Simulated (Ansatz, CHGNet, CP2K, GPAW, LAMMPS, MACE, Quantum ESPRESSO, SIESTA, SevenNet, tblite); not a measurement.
# Quantum ESPRESSO on glassy 60SiO2-7Al2O3-17Li2O-17SrO (mol %) (89 atoms): settings compared

How far do other settings of Quantum ESPRESSO move the forces in glassy 60SiO2-7Al2O3-17Li2O-17SrO (mol %) (89 atoms)? One run of the same program serves as the yardstick.

Method: the method is named at each step, in Quantum ESPRESSO 7.5.

## 1. The structure

The cell holds 89 atoms: 18 Si, 4 Al, 10 Li, 5 Sr and 52 O. Cell: a = 10.427 Å, b = 10.427 Å, c = 10.427 Å, α = 90.0°, β = 90.0°, γ = 90.0°. 89 atoms (18 Si, 4 Al, 10 Li, 5 Sr, 52 O) placed at random at 2.76 g/cm³, melted at 4000 K for 10 ps at fixed volume with the Morse and Coulomb pair potential with partial charges (Pedone, Malavasi, Menziani, Cormack and Segre, J. Phys. Chem. B 110, 11780 (2006)). Quenched from 4000 K to 300 K at 50 K/ps and fixed volume, held 10 ps at zero pressure.

The yardstick, on the same geometry:

| Property | Result |
| --- | --- |
| method | Kohn-Sham DFT, PBE, SSSP efficiency 1.3.0 pseudopotentials, plane waves (Quantum ESPRESSO 7.5); sssp-pbe-1.3.0-efficiency, cutoffs 60/480 Ry, Γ point |
| r.m.s. force component | 1.466 eV/Å |
| longest force | 6.641 eV/Å |
| pressure | 4.549 GPa |
| gap (highest filled to lowest empty level) | 2.469 eV |
| time | 2.5 min on 4 MPI ranks of Arm Neoverse V2, shared host |
| CPU time | 10 min |

## 2. PBE, sg15-1.2, 80/320 Ry

Method: Kohn-Sham DFT, PBE, SG15 1.2 norm-conserving pseudopotentials, plane waves.

pw.in

```
&control
  calculation = 'scf'
  pseudo_dir = './pseudo'
  outdir = './tmp'
  disk_io = 'none'
  tprnfor = .true.
  tstress = .true.
/
&system
  ibrav = 0
  nat = 89
  ntyp = 5
  ecutwfc = 80
  ecutrho = 320
  nosym = .true.
  occupations = 'smearing'
  smearing = 'fd'
  degauss = 0.003675
/
&electrons
  conv_thr = 4.5e-07
  electron_maxstep = 100
  mixing_beta = 0.4
  mixing_mode = 'plain'
  diagonalization = 'david'
/
ATOMIC_SPECIES
Si 28.085 Si.upf
Al 26.982 Al.upf
Li 6.940 Li.upf
Sr 87.620 Sr.upf
O 15.999 O.upf
CELL_PARAMETERS angstrom
10.42707 0.00000 0.00000
0.00000 10.42707 0.00000
0.00000 0.00000 10.42707
ATOMIC_POSITIONS crystal
Si 0.38891 0.04161 0.08190
Si 0.29699 0.19417 0.56604
Si 0.69916 0.28982 0.75808
Si 0.73877 0.70078 0.87668
Si 0.46427 0.01945 0.38343
Si 0.86860 0.26227 0.15215
Si 0.67350 0.71874 0.29614
Si 0.50936 0.47323 0.26135
Si 0.67557 0.75408 0.60240
Si 0.24135 0.39617 0.35179
Si 0.14709 0.17754 0.15864
Si 0.11655 0.83143 0.60105
Si 0.39327 0.77373 0.53880
Si 0.66792 0.43309 0.00986
Si 0.08012 0.91100 0.30871
Si 0.02659 0.22260 0.64873
Si 0.23767 0.53013 0.96169
Si 0.65497 0.44637 0.50709
Al 0.23299 0.79106 0.09924
Al 0.98641 0.86658 0.89933
Al 0.94671 0.41461 0.42158
Al 0.80603 0.02047 0.73817
Li 0.21731 0.81893 0.84280
Li 0.25154 0.23811 0.85790
Li 0.99826 0.33774 0.93347
Li 0.16285 0.64244 0.42024
Li 0.52708 0.81106 0.05870
Li 0.68895 0.09431 0.98085
Li 0.63515 0.06484 0.22692
Li 0.37030 0.70056 0.29383
Li 0.80514 0.93194 0.12936
Li 0.44846 0.28144 0.92794
Sr 0.98833 0.52138 0.74012
Sr 0.99852 0.59845 0.14368
Sr 0.83467 0.02782 0.41090
Sr 0.40471 0.48409 0.70945
Sr 0.48946 0.98309 0.77158
O 0.80434 0.47334 0.48156
O 0.43560 0.06260 0.23305
O 0.69380 0.57781 0.96748
O 0.61588 0.35708 0.88292
O 0.49598 0.09404 0.99768
O 0.51557 0.78982 0.63008
O 0.35832 0.89543 0.06582
O 0.72983 0.66710 0.72613
O 0.15136 0.14828 0.57530
O 0.57590 0.56386 0.55252
O 0.11990 0.05279 0.25948
O 0.07385 0.68495 0.59065
O 0.27356 0.84661 0.61421
O 0.75586 0.89281 0.64661
O 0.36922 0.20963 0.70025
O 0.90444 0.30349 0.30059
O 0.28641 0.32628 0.48291
O 0.69574 0.75242 0.44831
O 0.68075 0.13761 0.76631
[... 29 atom lines left out ...]
O 0.64889 0.83882 0.21215
O 0.38139 0.09263 0.48792
O 0.21374 0.27614 0.24757
O 0.86733 0.97876 0.89778
K_POINTS gamma
```

Command:

```bash
OMP_NUM_THREADS=1 mpirun -np 4 pw.x -in pw.in > output.txt
```

The log of the run:

```text
Program PWSCF
     gamma-point specific algorithms are used
     one sub-group per band group will be used
     scalapack distributed-memory algorithm (size of sub-group:  2*  2 procs)
     Parallelization info
     sticks:   dense  smooth     PW     G-vecs:    dense   smooth      PW
     Min        2478    2478    615               184914   184914   23083
     Max        2480    2480    618               184916   184916   23090
     Sum        9917    9917   2469               739661   739661   92349
     bravais-lattice index     =            0
     lattice parameter (alat)  =      19.7043  a.u.
     unit-cell volume          =    7650.3881 (a.u.)^3
     number of atoms/cell      =           89
     number of atomic types    =            5
     number of electrons       =       508.00
     number of Kohn-Sham states=          305
     kinetic-energy cutoff     =      80.0000  Ry
     charge density cutoff     =     320.0000  Ry
     scf convergence threshold =      4.5E-07
     mixing beta               =       0.4000
     number of iterations used =            8  plain     mixing
     Exchange-correlation= PBE
                           (   1   4   3   4   0   0   0)
     crystal axes: (cart. coord. in units of alat)
               a(1) = (   1.000000   0.000000   0.000000 )
               a(2) = (   0.000000   1.000000   0.000000 )
               a(3) = (   0.000000   0.000000   1.000000 )
     reciprocal axes: (cart. coord. in units 2 pi/alat)
               b(1) = (  1.000000  0.000000  0.000000 )
               b(2) = (  0.000000  1.000000  0.000000 )
               b(3) = (  0.000000  0.000000  1.000000 )
     PseudoPot. # 1 for Si:
     Pseudo is Norm-conserving, Zval =  4.0
     PseudoPot. # 2 for Al:
     Pseudo is Norm-conserving, Zval = 11.0
     PseudoPot. # 3 for Li:
     Pseudo is Norm-conserving, Zval =  3.0
     PseudoPot. # 4 for Sr:
     Pseudo is Norm-conserving, Zval = 10.0
     PseudoPot. # 5 for O :
     Pseudo is Norm-conserving, Zval =  6.0
     atomic species   valence    mass     pseudopotential
     Si                4.00    28.08500     Si( 1.00)
     Al               11.00    26.98200     Al( 1.00)
     Li                3.00     6.94000     Li( 1.00)
     Sr               10.00    87.62000     Sr( 1.00)
     O                 6.00    15.99900     O ( 1.00)
     No symmetry found
   Cartesian axes
     number of k points=     1  Fermi-Dirac smearing, width (Ry)=  0.0037
                       cart. coord. in units 2pi/alat
        k(    1) = (   0.0000000   0.0000000   0.0000000), wk =   2.0000000
     Dense  grid:   369831 G-vectors     FFT dimensions: ( 120, 120, 120)
     Initial potential from superposition of free atoms
     starting charge     504.2609, renormalised to     508.0000
     Starting wfcs are random
     Self-consistent Calculation
     iteration #  1     ecut=    80.00 Ry     beta= 0.40
     total energy              =   -2816.99790552 Ry
     estimated scf accuracy    <      16.82154376 Ry
     iteration #  2     ecut=    80.00 Ry     beta= 0.40
     total energy              =   -2819.83564786 Ry
     estimated scf accuracy    <       0.75715247 Ry
     iteration #  3     ecut=    80.00 Ry     beta= 0.40
     total energy              =   -2819.92674768 Ry
     estimated scf accuracy    <       0.21450659 Ry
     iteration #  4     ecut=    80.00 Ry     beta= 0.40
     total energy              =   -2819.94702247 Ry
     estimated scf accuracy    <       0.03960083 Ry
     iteration #  5     ecut=    80.00 Ry     beta= 0.40
     total energy              =   -2819.94895832 Ry
     estimated scf accuracy    <       0.00327843 Ry
     iteration #  6     ecut=    80.00 Ry     beta= 0.40
     total energy              =   -2819.94946567 Ry
     estimated scf accuracy    <       0.00032166 Ry
     iteration #  7     ecut=    80.00 Ry     beta= 0.40
     total energy              =   -2819.94954563 Ry
     estimated scf accuracy    <       0.00017308 Ry
     iteration #  8     ecut=    80.00 Ry     beta= 0.40
     total energy              =   -2819.94956055 Ry
     estimated scf accuracy    <       0.00001669 Ry
     iteration #  9     ecut=    80.00 Ry     beta= 0.40
     total energy              =   -2819.94956775 Ry
     estimated scf accuracy    <       0.00000674 Ry
     iteration # 10     ecut=    80.00 Ry     beta= 0.40
     total energy              =   -2819.94956823 Ry
     estimated scf accuracy    <       0.00000069 Ry
     iteration # 11     ecut=    80.00 Ry     beta= 0.40
     End of self-consistent calculation
          k = 0.0000 0.0000 0.0000 ( 46175 PWs)   bands (ev):
   -97.0942 -96.7979 -96.5508 -96.3352 -58.6838 -58.6497 -58.6112 -58.4121
   -58.2682 -58.1952 -58.1300 -58.0206 -58.0125 -57.9076 -57.8648 -57.7579
   -40.3908 -40.3772 -39.9931 -39.9738 -39.6697 -39.5993 -39.5654 -39.4923
   -39.0767 -39.0472 -30.0172 -28.9350 -28.9345 -28.7874 -28.1634 -16.3525
   -16.2180 -16.0325 -15.7472 -15.5388 -15.4287 -15.2319 -15.0818 -15.0071
   -14.9308 -14.8760 -14.7496 -14.7182 -14.5513 -14.4899 -14.4383 -14.3656
   -14.3438 -14.2362 -14.1647 -14.1361 -14.0324 -13.9394 -13.8639 -13.7378
   -13.6825 -13.5236 -13.5108 -13.4807 -13.2163 -13.1441 -13.1172 -13.0461
   -12.9628 -12.8587 -12.7833 -12.7602 -12.6987 -12.5973 -12.5424 -12.5268
   -12.4641 -12.3228 -12.3166 -12.1583 -12.0516 -12.0143 -11.9299 -11.8736
   -11.8144 -11.7951 -11.7084 -11.6421 -11.3837 -11.0322 -11.0208 -10.9403
   -10.8413 -10.7786 -10.7542 -10.6971 -10.5380 -10.2157 -10.1736 -10.0741
[...]
10.3128  10.4129  10.4632  10.5702  10.6090  10.6662  10.6941  10.7947
    10.8682  10.9130  11.0075  11.0639  11.0943  11.1737  11.2412  11.2617
    11.4127  11.4589  11.5074  11.5644  11.6530  11.7346  11.7390  11.7979
    11.8402  11.9149  11.9389  12.0051  12.1108  12.1307  12.1666  12.2626
    12.3682  12.3932  12.4464  12.4867  12.5957  12.6157  12.6727  12.7345
    12.7622
     the Fermi energy is     6.6585 ev
!    total energy              =   -2819.94956847 Ry
     estimated scf accuracy    <       0.00000004 Ry
     smearing contrib. (-TS)   =      -0.00000000 Ry
     internal energy E=F+TS    =   -2819.94956847 Ry
     The total energy is F=E-TS. E is the sum of the following terms:
     one-electron contribution =   -1577.98148910 Ry
     hartree contribution      =     979.74297394 Ry
     xc contribution           =    -559.12670618 Ry
     ewald contribution        =   -1662.58434712 Ry
     convergence has been achieved in  11 iterations
     Forces acting on atoms (cartesian axes, Ry/au):
     atom    1 type  1   force =    -0.03722073    0.03267057    0.18077642
     atom    2 type  1   force =    -0.01966254   -0.01785691   -0.00280950
     atom    3 type  1   force =     0.06968124    0.09267454   -0.04732052
     atom    4 type  1   force =     0.06537997   -0.01525823    0.04789030
     atom    5 type  1   force =    -0.03488432   -0.05266354   -0.00621517
     atom    6 type  1   force =     0.05543259   -0.01745239    0.13771493
     atom    7 type  1   force =     0.10954516   -0.10258121   -0.01437902
     atom    8 type  1   force =     0.12556930    0.07129337    0.06180381
     atom    9 type  1   force =    -0.01231457    0.00071615    0.01431808
     atom   10 type  1   force =    -0.04163501   -0.13906830   -0.03020889
     atom   11 type  1   force =    -0.04378271   -0.10651310    0.08269028
     atom   12 type  1   force =    -0.01947550   -0.06485344    0.01705275
[...]
atom   85 type  5   force =    -0.02898151   -0.03644122   -0.06568479
     atom   86 type  5   force =    -0.01758913    0.15096265   -0.08516047
     atom   87 type  5   force =    -0.02861179    0.00512913    0.00462351
     atom   88 type  5   force =     0.03717904    0.08557152    0.04643734
     atom   89 type  5   force =    -0.04020240    0.05396943   -0.01812741
     Total force =     0.924290     Total SCF correction =     0.000331
     Computing stress (Cartesian axis) and pressure
          total   stress  (Ry/bohr**3)                   (kbar)     P=       44.97
   0.00039928  -0.00003448  -0.00006711           58.74       -5.07       -9.87
  -0.00003448   0.00037678   0.00008706           -5.07       55.43       12.81
  -0.00006711   0.00008706   0.00014095           -9.87       12.81       20.74
     Message from routine punch:
     Nothing written, as per user request (disk_io='none')
```

Elapsed: 2.1 min, on 4 MPI ranks of Arm Neoverse V2, shared host; peak memory 2.3 GiB; 8.3 min of CPU time.

Banners, paths, timers and routine set-up lines are dropped from the logs unmarked, and long logs keep their key lines alone; longer cuts are marked.

Compared with the plane-wave run:

* r.m.s. force component: 1.454 eV/Å
* r.m.s. difference of force components: 48.99 meV/Å
* longest difference of force vectors: 257.1 meV/Å
* force difference over r.m.s. force: 3.341 %
* slope of forces against the reference's: 0.9913
* correlation of force components: 0.9995
* gap (highest filled to lowest empty level): 2.476 eV
* gap difference: 0.0071 eV
* pressure: 4.497 GPa
* pressure difference: -0.052 GPa

Length of the force difference by element (eV/Å):

```tsv
element	atoms	mean	most
Al	4	0.073	0.12
Li	10	0.0076	0.018
O	52	0.076	0.26
Si	18	0.076	0.16
Sr	5	0.0096	0.015
```

Levels nearest the highest filled one (eV from it): -1.41, -1.39, -1.34, -1.28, -1.23, -1.17, -1.08, -1.02, -0.85, -0.76, -0.14, 0.00, 2.48, 3.38, 3.95, 4.25, 4.32, 4.43, 4.55, 4.60, 4.69, 4.75, 4.91, 5.01.

A closer look about O45, picked at random: 9 atoms, nearest first, numbered in the order of the input, with positions taken from that point.

```tsv
atom	x	y	z	distance (Å)	Fx	Fy	Fz (eV/Å)
O45	0.00	0.00	0.00	0.00	0.11	-1.05	-1.81
Si4	0.09	0.35	1.57	1.61	1.68	-0.39	1.23
Si9	-0.57	0.91	-1.29	1.68	-0.32	0.02	0.37
O51	0.27	2.35	-0.83	2.51	-1.37	-0.52	-1.10
O66	-0.83	1.55	1.89	2.58	-2.89	2.50	0.90
O84	1.72	0.51	1.94	2.64	0.18	-0.07	-0.09
O47	-1.61	-1.08	-1.81	2.65	-1.15	2.31	1.69
O40	-0.38	-0.93	2.52	2.71	-0.10	-0.05	-0.45
O43	-2.23	1.28	-1.00	2.76	1.53	0.34	1.62
```

Forces lie 3.3 % from the reference's, at 0.82 times its CPU time.

## 3. PBE, sssp-1.3.0-efficiency, 30/240 Ry

Method: Kohn-Sham DFT, PBE, SSSP efficiency 1.3.0 pseudopotentials, plane waves.

The pseudopotential files are exchanged too: ./pseudo now holds the set sssp-pbe-1.3.0-efficiency.

pw.in: that of step 2 with these lines changed.

```diff
@@ -12,4 +12,4 @@
   ntyp = 5
-  ecutwfc = 80
-  ecutrho = 320
+  ecutwfc = 30
+  ecutrho = 240
   nosym = .true.
```

Command:

```bash
OMP_NUM_THREADS=1 mpirun -np 2 pw.x -in pw.in > output.txt
```

The log of the run:

```text
[banner, memory and clock lines left out]
Program PWSCF
     gamma-point specific algorithms are used
     bravais-lattice index     =            0
     lattice parameter (alat)  =      19.7043  a.u.
     unit-cell volume          =    7650.3881 (a.u.)^3
     number of atoms/cell      =           89
     number of atomic types    =            5
     number of electrons       =       476.00
     number of Kohn-Sham states=          286
     kinetic-energy cutoff     =      30.0000  Ry
[... lines left out ...]
     scf convergence threshold =      4.5E-07
[... lines left out ...]
     number of k points=     1  Fermi-Dirac smearing, width (Ry)=  0.0037
[... lines left out ...]
     total energy              =   -3027.98861648 Ry
[... lines left out ...]
     total energy              =   -3031.68749046 Ry
[... lines left out ...]
     total energy              =   -3031.73429771 Ry
[... lines left out ...]
     total energy              =   -3031.76114890 Ry
[... lines left out ...]
     total energy              =   -3031.76115243 Ry
[... lines left out ...]
   -16.5464 -16.3709 -16.0756 -15.8587 -15.7667 -15.5720 -15.4279 -15.3365
[...]
11.2497  11.2845  11.3334  11.4018  11.4900  11.5714  11.5783  11.6284
    11.6819  11.7501  11.7687  11.8287  11.9397  11.9659  11.9988  12.0967
    12.1960  12.2245  12.2789  12.3172  12.4338  12.4506
     the Fermi energy is     6.4667 ev
!    total energy              =   -3031.76115313 Ry
     estimated scf accuracy    <       0.00000018 Ry
     smearing contrib. (-TS)   =      -0.00000000 Ry
     internal energy E=F+TS    =   -3031.76115313 Ry
     The total energy is F=E-TS. E is the sum of the following terms:
     one-electron contribution =   -1014.19764875 Ry
     hartree contribution      =     749.74863545 Ry
     xc contribution           =    -644.13313459 Ry
     ewald contribution        =   -1490.02442899 Ry
     one-center paw contrib.   =    -633.15457625 Ry
     convergence has been achieved in  10 iterations
     negative rho (up, down):  3.335E-01 0.000E+00
     Forces acting on atoms (cartesian axes, Ry/au):
     atom    1 type  1   force =    -0.04129568    0.03216116    0.18518155
     atom    2 type  1   force =    -0.01972993   -0.01771457   -0.00440582
     atom    3 type  1   force =     0.07019855    0.09403333   -0.04777544
[...]
atom   88 type  5   force =     0.03891177    0.08668601    0.04666362
     atom   89 type  5   force =    -0.04530191    0.05776794   -0.01651019
     Total force =     0.947072     Total SCF correction =     0.000820
     Computing stress (Cartesian axis) and pressure
     negative rho (up, down):  3.335E-01 0.000E+00
          total   stress  (Ry/bohr**3)                   (kbar)     P=     -281.03
  -0.00181111  -0.00003541  -0.00006131         -266.42       -5.21       -9.02
  -0.00003541  -0.00184568   0.00008411           -5.21     -271.51       12.37
  -0.00006131   0.00008411  -0.00207452           -9.02       12.37     -305.17
     Message from routine punch:
     Nothing written, as per user request (disk_io='none')
```

It took 92 s on 2 MPI ranks; peak memory 1.3 GiB; 3.1 min of CPU time.

Compared with the plane-wave run:

```
r.m.s. force component                           : 1.49 eV/Å
r.m.s. difference of force components            : 49.99 meV/Å
longest difference of force vectors              : 173.4 meV/Å
force difference over r.m.s. force               : 3.409 %
slope of forces against the reference's          : 1.016
correlation of force components                  : 0.9996
gap (highest filled to lowest empty level) : 2.434 eV
gap difference                                   : -0.0347 eV
pressure                                         : -28.1 GPa
pressure difference                              : -32.65 GPa
energy less the same-level run's                 : 503.3 meV/atom
r.m.s. force difference from the same-level run  : 49.99 meV/Å
```

This is a coarse setting, run to see what it loses.

Against the first run (3.3 %), the force difference from the reference is 3.4 %, at 0.37 times the CPU time (on 2 against 4 cores).

The difference per atom is largest on O (0.11 eV/Å on average, against 0.020 on Si).

## 4. Side by side

Differences are against the plane-wave reference, forces as r.m.s. over components; share is that over the reference's r.m.s. force, slope the least-squares factor from reference forces to these. Total energies of different programs have different zeros and aren't compared.

```tsv
run	Δ force, r.m.s. (meV/Å)	share (%)	slope	Δ pressure (GPa)	Δ gap (eV)	cores	CPU time	memory (GiB)
reference	-	-	-	-	-	4	10 min	3.6
QE PBE, sg15-1.2, 80/320 Ry	49.0	3.34	0.991	-0.052	0.0071	4	8.3 min	2.3
QE PBE, sssp-1.3.0-efficiency, 30/240 Ry (coarse)	50.0	3.41	1.016	-32.7	-0.0347	2	3.1 min	1.3
```

Rows marked coarse were listed beforehand as settings not expected to be converged; some can still land near the reference.

CPU time is summed over cores on a shared host, where runs went side by side, so it is rough. Symmetry, cutoffs, thresholds, outputs and thread counts weren't matched or tuned between programs; memory under MPI is the largest rank's times the ranks.

Within one program, basis, potentials and functional, energies share a zero. Each run against its twin at the usual cutoff or grid and solver:

```tsv
run	twin	Δ energy (meV/atom)	Δ force, r.m.s. (meV/Å)	CPU time over the twin's
QE PBE, sssp-1.3.0-efficiency, 30/240 Ry	sssp-1.3.0-efficiency, 60/480 Ry	503	50.0	0.30 (this twin ran on 4 cores)
```

## 5. Results

| Quantity | Value |
| --- | --- |
| nearest in forces | QE PBE, sg15-1.2, 80/320 Ry, 3.3 % |
| its CPU time | 8.3 min |

In words: PBE on plane waves or a grid with other potentials, cutoffs or grids, coarse settings apart, differs from the reference by 3.3 % (QE PBE, sg15-1.2, 80/320 Ry) of the r.m.s. force; this holds the reference's own error, so differences of a few per cent don't tell which side is nearer the exact PBE result. Runs with settings chosen to be coarse differ by 3.4 % (QE PBE, sssp-1.3.0-efficiency, 30/240 Ry). One electronic-structure run takes under half the reference's CPU time: QE PBE, sssp-1.3.0-efficiency, 30/240 Ry, at 3.4 % in 3.1 min against 10 min; its pressure misses by -32.7 GPa. At the same functional, gaps differ from the reference's 2.47 eV by between -0.03 and +0.01 eV. In pressure, QE PBE, sssp-1.3.0-efficiency, 30/240 Ry misses by -32.7 GPa, at the same functional; a cutoff this low leaves a large Pulay stress. The potentials hold different valence shells: 476 electrons in the reference, 508 in Quantum ESPRESSO with SG15; this bears on time and differences. The reference's pressure holds the uncorrected Pulay stress of its 60 Ry basis, so small pressure differences, and their order, may be the reference's own error. The quench rate of 50 K/ps is many orders above laboratory rates, so the cell is likely richer in defects and strain than a real sample. The network of bonds at the start is that of the classical potential that made the cell, and needn't be the one that DFT or experiment would give. The reference's stress is far from hydrostatic: its diagonal is 5.9, 5.6, 2.1 GPa, compression counted positive. The electronic-structure runs sample only Γ, in a cell whose shortest periodic width is 10 Å.

[Also dropped from logs without a mark: logging warnings of Python, and SIESTA's first energy breakdown and zero terms.]

[Logs are printed without paths, hosts, clocks, repeated set-up lines and the standing remarks that a program may print on its own settings, such as how far it seeks lower states.]

[Hosts, paths, dates, database ids (printed as entryN), source tags and the programs' standing remarks are cut or masked in the printed files.]
